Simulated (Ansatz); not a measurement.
## One crystal, many levels of theory: ZnWO4 (P2/c)

Aim: the gap of ZnWO4 (P2/c) at several levels of theory on one structure, with the time that each takes.

Main program and level: Ansatz 0.2.0; density functionals, hybrids and G0W0, plane waves, PAW.

**Experimental background.**

- Gap 3.9 eV: direct gap from absorption edge with Urbach fit (lower value of the range); optical absorption; 300 K; bulk crystal (thin cleaved platelet of Czochralski crystal, 10-30 um thick) (“Optical absorption of divalent metal tungstates: Correlation between the band-gap energy and the cation ionic radius”, 2008, arxiv:0807.2115).

Report form: the programs' logs are mostly left out.

In doubt: masses and optical values from hybrid runs of this build are listed as unsure (steps 8, 9), which bears on the screening that GW takes from such a start.

## 1. Set-up

Symmetry: P2/c, No. 13, monoclinic system. The conventional cell has a = 4.699 Å, b = 5.729 Å, c = 4.937 Å, α = 90.00°, β = 90.61°, γ = 90.00°. Nearest to Zn lie 6 O at 2.03 to 2.23 Å. W has 6 O at 1.80 to 2.14 Å nearest. Nearest to O lie 2 W at 1.92 to 2.14 Å and 1 Zn at 2.03 Å. Nearest to O lie 1 W at 1.80 Å and 2 Zn at 2.09 to 2.23 Å. Farther neighbours and most contacts between anions are not listed.

The cell and positions come from the Crystallography Open Database and are kept as given unless a step says otherwise. Spin-orbit coupling is left out unless a step names it. The default PAW set here is soft_2. Its files were made with PBE.

## 2. LDA on the 6×4×6 mesh

Levels along a band path and on the mesh show where this functional puts the band edges.

This step: DFT, LDA, plane waves, PAW.

Contents of input.yaml:

```yaml
crystal:
  lattice:
    - [4.6986, 0.0, 0.0]
    - [0.0, 5.7293, 0.0]
    - [-0.052988409, 0.0, 4.9364156144]
  atoms:
    - { symbol: Zn, position: [0.5, 0.684, 0.25] }
    - { symbol: Zn, position: [0.5, 0.316, 0.75] }
    - { symbol: W, position: [0.0, 0.18258, 0.25] }
    - { symbol: W, position: [0.0, 0.81742, 0.75] }
    - { symbol: O, position: [0.2169, 0.1051, 0.9363] }
    - { symbol: O, position: [0.7831, 0.1051, 0.5637] }
    - { symbol: O, position: [0.7831, 0.8949, 0.0637] }
    - { symbol: O, position: [0.2169, 0.8949, 0.4363] }
    - { symbol: O, position: [0.2565, 0.3777, 0.3996] }
    - { symbol: O, position: [0.7435, 0.3777, 0.1004] }
    - { symbol: O, position: [0.7435, 0.6223, 0.6004] }
    - { symbol: O, position: [0.2565, 0.6223, 0.8996] }
kpoints:
  mp_grid: { grid: [6, 4, 6] }
  band_path:
    path:
      - [0.0, 0.0, 0.0]
      - [0.0, 0.5, 0.0]
      - [0.0, 0.5, 0.5]
      - [0.0, 0.0, 0.5]
      - [0.0, 0.0, 0.0]
      - [-0.5, 0.0, 0.5]
      - [-0.5, 0.5, 0.5]
      - [0.0, 0.5, 0.0]
      - [-0.5, 0.5, 0.0]
      - [-0.5, 0.0, 0.0]
      - [0.0, 0.0, 0.0]
    npoints: 10
hamiltonian:
  xc: lda
scf:
  occupations: { method: fermi_dirac, width: 0.02 }
  n_extra_bands: 8
output:
  eigenvalues: true
  forces: true
  stress: true
  write_density: true
  write_potential: true
  elf: true
  volumetric_format: npy
```

Command:

```sh
> ansatz run input.yaml --threads 3 --pin off --max-ram 92160MiB --backend cuda --events-out ev --progress --plain --runs-dir out --devices 1 --max-vram 13GiB
```

The job ended after 8.7 s (1 × NVIDIA H100 80GB HBM3 (shared by 6 runs) with 3 threads of AMD EPYC 7R13 (Zen 3), shared host; peak memory 1.1 GiB).

This step gave:

| Quantity | Value |
| --- | --- |
| pressure | -8.971 GPa |
| filled bands | 50 |
| gap | 2.853 eV |
| valence top at | Z |
| conduction bottom at | Z |
| least direct gap | 2.853 eV |

Over mesh and path the gap is 2.853 eV, direct, at k = (0.000, 0.500, 0.000). The pressure in this cell is -9 GPa; the cell is kept.

## 3. LDA+SOC on the 6×4×6 mesh

This run has two-component orbitals with spin-orbit coupling.

This step: DFT, LDA with spin-orbit coupling, plane waves, PAW.

input.yaml, as its differences from that of step 2:

```diff
@@ -26,10 +26,7 @@
       - [0.0, 0.0, 0.5]
-      - [0.0, 0.0, 0.0]
       - [-0.5, 0.0, 0.5]
       - [-0.5, 0.5, 0.5]
-      - [0.0, 0.5, 0.0]
       - [-0.5, 0.5, 0.0]
       - [-0.5, 0.0, 0.0]
-      - [0.0, 0.0, 0.0]
-    npoints: 10
+    npoints: 1
 hamiltonian:
@@ -37,4 +34,7 @@
 scf:
-  occupations: { method: fermi_dirac, width: 0.02 }
-  n_extra_bands: 8
+  occupations: { method: fixed }
+  n_extra_bands: 16
+magnetization:
+  noncollinear: true
+  spin_orbit: true
 output:
@@ -43,5 +43 @@
   stress: true
-  write_density: true
-  write_potential: true
-  elf: true
-  volumetric_format: npy
```

It took 13 s on 1 × NVIDIA H100 80GB HBM3 (shared by 6 runs) with 3 threads; peak memory 1.1 GiB; 22 s of CPU time.

This step gave:

* pressure: -9.177 GPa
* gap: 2.841 eV
* valence top at: Z
* conduction bottom at: Z
* least direct gap: 2.841 eV

Over mesh and listed points the gap is 2.841 eV, direct, at k = (0.000, 0.500, 0.000). The pressure in this cell is -9 GPa; the cell is kept. LDA+SOC against LDA: 2.841 − 2.853 = −0.012 eV, with the same mesh, set of files (read in its fully relativistic form for the spin-orbit run) and cutoff, and both edges at the same k points. The spin-orbit run sees mesh and listed points alone, so its gap is an upper bound: the coupling can move an edge off these points, and the change over the zone, its sign included where it is small, is not known.

## 4. r2SCAN on the 6×4×6 mesh

r2SCAN is a meta-GGA: it depends on the kinetic-energy density as well as on the density and its gradient.

This step: DFT, r2SCAN, plane waves, PAW.

input.yaml, as its differences from that of step 3:

```diff
@@ -32,9 +32,6 @@
 hamiltonian:
-  xc: lda
+  xc: r2scan
 scf:
   occupations: { method: fixed }
-  n_extra_bands: 16
-magnetization:
-  noncollinear: true
-  spin_orbit: true
+  n_extra_bands: 8
 output:
```

Wall time 14 s (1 × NVIDIA H100 80GB HBM3 (shared by 6 runs) with 3 threads); peak memory 1.1 GiB; 32 s of CPU time.

This step gave:

| Item | Value |
| --- | --- |
| pressure | -2.880 GPa |
| gap | 3.314 eV |
| valence top at | k = (0.000, 0.250, 0.333) |
| conduction bottom at | Z |
| least direct gap | 3.319 eV |

Over mesh and listed points the gap is 3.314 eV, from k = (0.000, 0.250, 0.333) to k = (0.000, 0.500, 0.000). The least direct gap found is 3.319 eV, at k = (0.000, 0.500, 0.000). r2SCAN against LDA: 3.314 − 2.853 = +0.461 eV. The runs also differ in plane-wave cutoff (420 eV and 500 eV), and the valence top lies at another k point, so how much of this comes from the functional alone is not known.

## 5. HSE06 on the 4×4×4 mesh

HSE06 mixes in a quarter of exact exchange at short range.

This step: DFT, HSE06, plane waves, PAW.

input.yaml, as its differences from that of step 4:

```diff
@@ -19,3 +19,3 @@
 kpoints:
-  mp_grid: { grid: [6, 4, 6] }
+  mp_grid: { grid: [4, 4, 4] }
   band_path:
@@ -32,3 +32,3 @@
 hamiltonian:
-  xc: r2scan
+  xc: hse06
 scf:
@@ -38,3 +38 @@
   eigenvalues: true
-  forces: true
-  stress: true
```

Wall time 51 s (1 × NVIDIA H100 80GB HBM3 (shared by 6 runs) with 3 threads); peak memory 1.8 GiB.

Numbers from this step:

```
gap                     : 4.408 eV
valence top at          : k = (0.000, 0.250, 0.250)
conduction bottom at    : Z
least direct gap        : 4.421 eV
exact-exchange fraction : 0.25
```

Over mesh and listed points the gap is 4.408 eV, from k = (0.000, 0.250, 0.250) to k = (0.000, 0.500, 0.000). The least direct gap found is 4.421 eV, at k = (0.000, 0.500, 0.000). HSE06 against LDA: 4.408 − 2.853 = +1.555 eV. The runs also differ in mesh (6×4×6 and 4×4×4), and the valence top lies at another k point, so how much of this comes from the functional alone is not known.

## 6. PBE0 on the 4×4×4 mesh

PBE0 mixes in a quarter of exact exchange at all distances.

This step: DFT, PBE0, plane waves, PAW.

input.yaml, as its differences from that of step 5:

```diff
@@ -32,3 +32,3 @@
 hamiltonian:
-  xc: hse06
+  xc: pbe0
 scf:
```

Run time: 50 s. Hardware: 1 × NVIDIA H100 80GB HBM3 (shared by 6 runs) with 3 threads; peak memory 1.8 GiB.

Numbers from this step:

- gap: 5.163 eV
- valence top at: k = (0.000, 0.250, 0.250)
- conduction bottom at: Z
- least direct gap: 5.173 eV
- exact-exchange fraction: 0.25

Over mesh and listed points the gap is 5.163 eV, from k = (0.000, 0.250, 0.250) to k = (0.000, 0.500, 0.000). The least direct gap found is 5.173 eV, at k = (0.000, 0.500, 0.000). PBE0 against HSE06: 5.163 − 4.408 = +0.755 eV, with the same mesh, files and cutoff, and both edges at the same k points.

## 7. G0W0@LDA, 4×2×4 mesh, 610 empty bands, screening to 160 eV

G0W0 replaces the xc potential by a self-energy built once from the orbitals of the start. Levels are corrected in the window of bands that the input names, at points of the mesh.

This step: G0W0 on LDA, plane waves, PAW.

input.yaml, as its differences from that of step 6:

```diff
@@ -19,20 +19,12 @@
 kpoints:
-  mp_grid: { grid: [4, 4, 4] }
-  band_path:
-    path:
-      - [0.0, 0.0, 0.0]
-      - [0.0, 0.5, 0.0]
-      - [0.0, 0.5, 0.5]
-      - [0.0, 0.0, 0.5]
-      - [-0.5, 0.0, 0.5]
-      - [-0.5, 0.5, 0.5]
-      - [-0.5, 0.5, 0.0]
-      - [-0.5, 0.0, 0.0]
-    npoints: 1
+  mp_grid: { grid: [4, 2, 4] }
 hamiltonian:
-  xc: pbe0
+  xc: lda
 scf:
   occupations: { method: fixed }
-  n_extra_bands: 8
-output:
-  eigenvalues: true
+gw:
+  n_empty_bands: 610
+  ecut_chi: 160.0
+  qp_bands: [v4, c4]
+  qp_kpoints: band_edges
+  screening: { model: contour_deformation }
```

It took 97 s on 1 × NVIDIA H100 80GB HBM3 (shared by 6 runs) with 3 threads; peak memory 2.8 GiB.

This step gave:

| Quantity | Value |
| --- | --- |
| bands summed | 660 |
| RPA ε∞ on this mesh (eigenvalues) | 5.045, 5.162, 5.711 |
| plane waves in the screening matrix | 603 |
| G0W0 gap over the corrected points | 4.395 eV |
| k of the valence top | 0.25, 0, -0.25 |
| k of the conduction bottom | 0, -0.5, 0 |
| starting gap on the mesh | 2.852 eV |
| Z at the valence top | 0.7349 |
| Z at the conduction bottom | 0.7822 |
| least direct G0W0 gap over the corrected points | 4.442 eV |

Over all 20 irreducible mesh points the G0W0 gap is 4.395 eV, from k = (0.250, 0.000, -0.250) to k = (0.000, -0.500, 0.000). The LDA gap of this run on the mesh is 2.852 eV. Other states bound it: the two that bound the G0W0 gap lie 2.872 eV apart in LDA, so state for state the correction is 4.395 − 2.872 = +1.523 eV, while gap against gap it is 4.395 − 2.852 = +1.543 eV.

## 8. G0W0@HSE06, 4×2×4 mesh, 283 empty bands, screening to 96 eV

This step: G0W0 on HSE06, plane waves, PAW.

input.yaml, as its differences from that of step 7:

```diff
@@ -21,3 +21,3 @@
 hamiltonian:
-  xc: lda
+  xc: hse06
 scf:
@@ -25,4 +25,4 @@
 gw:
-  n_empty_bands: 610
-  ecut_chi: 160.0
+  n_empty_bands: 283
+  ecut_chi: 96
   qp_bands: [v4, c4]
```

Run time: 92 s. Hardware: 1 × NVIDIA H100 80GB HBM3 (shared by 6 runs) with 3 threads; peak memory 2.3 GiB.

Numbers from this step:

- bands summed: 333
- RPA ε∞ on this mesh (eigenvalues): 3.864, 3.885, 4.292
- plane waves in the screening matrix: 277
- G0W0 gap over the corrected points: 4.871 eV
- k of the valence top: 0.25, 0, -0.25
- k of the conduction bottom: 0, -0.5, 0
- starting gap on the mesh: 4.411 eV
- Z at the valence top: 0.7802
- Z at the conduction bottom: 0.8189
- least direct G0W0 gap over the corrected points: 4.904 eV

Over all 20 irreducible mesh points the G0W0 gap is 4.871 eV, from k = (0.250, 0.000, -0.250) to k = (0.000, -0.500, 0.000). The HSE06 gap of this run on the mesh is 4.411 eV. The two states that bound the G0W0 gap lie that far apart at the start, so the correction of the gap is 4.871 − 4.411 = +0.460 eV. G0W0@HSE06 against G0W0@LDA with 333 bands (a further run, in the table below): 4.871 − 4.406 = +0.465 eV, with the same mesh, files and cutoffs, and both edges at the same k points.

## 9. G0W0@PBE0, 4×2×4 mesh, 283 empty bands, screening to 96 eV

This step: G0W0 on PBE0, plane waves, PAW.

input.yaml, as its differences from that of step 8:

```diff
@@ -21,3 +21,3 @@
 hamiltonian:
-  xc: hse06
+  xc: pbe0
 scf:
```

Elapsed: 72 s, on 1 × NVIDIA H100 80GB HBM3 (shared by 6 runs) with 3 threads; peak memory 2.3 GiB; 1.7 min of CPU time.

This step gave:

| Property | Result |
| --- | --- |
| bands summed | 333 |
| RPA ε∞ on this mesh (eigenvalues) | 3.656, 3.683, 4.038 |
| plane waves in the screening matrix | 277 |
| G0W0 gap over the corrected points | 5.087 eV |
| k of the valence top | 0.25, 0, -0.25 |
| k of the conduction bottom | 0, -0.5, 0 |
| starting gap on the mesh | 5.171 eV |
| Z at the valence top | 0.7924 |
| Z at the conduction bottom | 0.8297 |
| least direct G0W0 gap over the corrected points | 5.120 eV |

Over all 20 irreducible mesh points the G0W0 gap is 5.087 eV, from k = (0.250, 0.000, -0.250) to k = (0.000, -0.500, 0.000). The PBE0 gap of this run on the mesh is 5.171 eV. The two states that bound the G0W0 gap lie that far apart at the start, so the correction of the gap is 5.087 − 5.171 = −0.084 eV. G0W0@PBE0 against G0W0@HSE06 with 333 bands: 5.087 − 4.871 = +0.216 eV, with the same mesh, files and cutoffs, and both edges at the same k points. The program's warnings for this run: coarse exchange mesh.

[end of part 1 of 2]

[Paths, hosts, dates, memory and timing lines, banners, echoed tables and standing remarks are left out of the program output.]

[Logs are printed without paths, hosts, clocks, repeated set-up lines and the standing remarks that a program may print on its own settings, such as how far it seeks lower states.]

[Runs of the session that timed out or met a known fault of the program may be left out.]

[Cells called generated may have been cut or substituted from an entry of the Crystallography Open Database or the Materials Project.]

[Hosts, paths, dates, database ids (printed as entryN), source tags and the programs' standing remarks are cut or masked in the printed files.]

[Where an RPA ε∞ is given, it is that of the G0W0 mesh and is not shown converged in it. Names of k-points follow the symmetry that the program found, which can be lower than the space group named. Band edges on a path are those of the sampled points; other points can move an edge, and change direct to indirect where valleys lie close.]

[Hybrid gaps are those of their k-mesh and are not shown converged in it.]
